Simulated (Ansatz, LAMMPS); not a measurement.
# Static equation of state of glassy NaFeSi2O6 (120 atoms)

Density of this cell: 2.79 g/cm³. The cell holds 120 atoms: 12 Fe, 12 Na, 72 O and 24 Si. Cell: a = 11.797 Å, b = 12.103 Å, c = 11.568 Å, α = 89.3°, β = 92.1°, γ = 87.9°. The starting structure: 120 atoms (12 Fe, 12 Na, 72 O, 24 Si) placed at random at 2.76 g/cm³, melted at 4500 K for 20 ps at fixed volume with the Morse and Coulomb pair potential with partial charges (Pedone, Malavasi, Menziani, Cormack and Segre, J. Phys. Chem. B 110, 11780 (2006)). Quenched from 4500 K to 300 K at 10 K/ps and fixed volume, held 5 ps.

Calculated with Ansatz 0.2.0: Kohn-Sham DFT, PBE, PAW (set soft_2), plane waves; cutoff 420 eV, Γ point, fermi-dirac smearing of 0.05 eV, spin polarised, started with 6 moments up and 6 down in a pattern of our own, ending at 0.0 μB in the cell. Cell and atoms were relaxed first, to V0 = 13.745 Å³ an atom at a residual P0 = 0.000 GPa. The cell was then scaled evenly, and the atoms were relaxed at each volume.

| volume (Å³/atom) | pressure (GPa) |
| --- | --- |
| 12.370 | 5.547 |
| 12.920 | ? |
| 13.332 | 1.653 |
| 14.157 | -1.457 |
| 14.569 | -2.192 |

Task: Fit the third-order Birch–Murnaghan equation to the rows given and interpolate to the withheld row.

Worked fit:

Take the Eulerian strain f = ½[(V0/V)^(2/3) − 1] and the normalised pressure F = (P − P0) / [3f(1 + 2f)^(5/2)]. The third-order Birch–Murnaghan equation is then the line F = B0 + (3/2)B0(B′ − 4) f, so u = f and v = F.

```
      u = f  v = F (GPa)
  0.0363832      42.6344
  0.0102570      51.0741
-0.00975645      52.2795
 -0.0190506      42.2573
```

With n = 4: mean u = 0.00445829, mean v = 47.0613, Σ(u − ū)² = 0.0018075, Σ(u − ū)(v − v̄) = -0.079297. Slope b = -0.079297 / 0.0018075 = -43.870; intercept a = v̄ − b ū = 47.257.

So B0 = a = 47.3 GPa and B′ = 4 + 2b/(3a) = 3.38. At the withheld volume f = 0.02106, F = a + b f = 46.33 GPa, and P = P0 + 3f(1 + 2f)^(5/2) F.

Prediction at 12.920: 3.245 GPa. The run gave 3.359 GPa, so the fit is low by 0.11 GPa (3.4 % of the value).

The series isn't one smooth equation of state: even a line fitted to all rows, the withheld one included, misses F by up to 13.9 %, the count of bonds changes along the series and an atom moves over 0.5 Å in some relaxation. B0 and B′ are then only the numbers of this fit, not moduli of the material. Among the rows given, the largest miss of the fit is at 12.370, by 0.39 GPa (5.1 % of the range of the table).

Limits: Static cells at zero temperature; the cell shape is held. The program notes that the SCF threshold of these relaxations is loose for the stress. The quench rate of 10 K/ps is many orders above laboratory rates, so the cell is likely richer in defects and strain than a real sample. The network of bonds at the start is that of the classical potential that made the cell, and needn't be the one that DFT or experiment would give. Without a Hubbard term or exact exchange, open shells on Fe are likely too delocalised. Only the Γ point is sampled, in a cell whose shortest periodic width is 12 Å.

[Logs are printed without paths, hosts, clocks, repeated set-up lines and the standing remarks that a program may print on its own settings, such as how far it seeks lower states.]

[Hosts, paths, dates, database ids (printed as entryN), source tags and the programs' standing remarks are cut or masked in the printed files.]
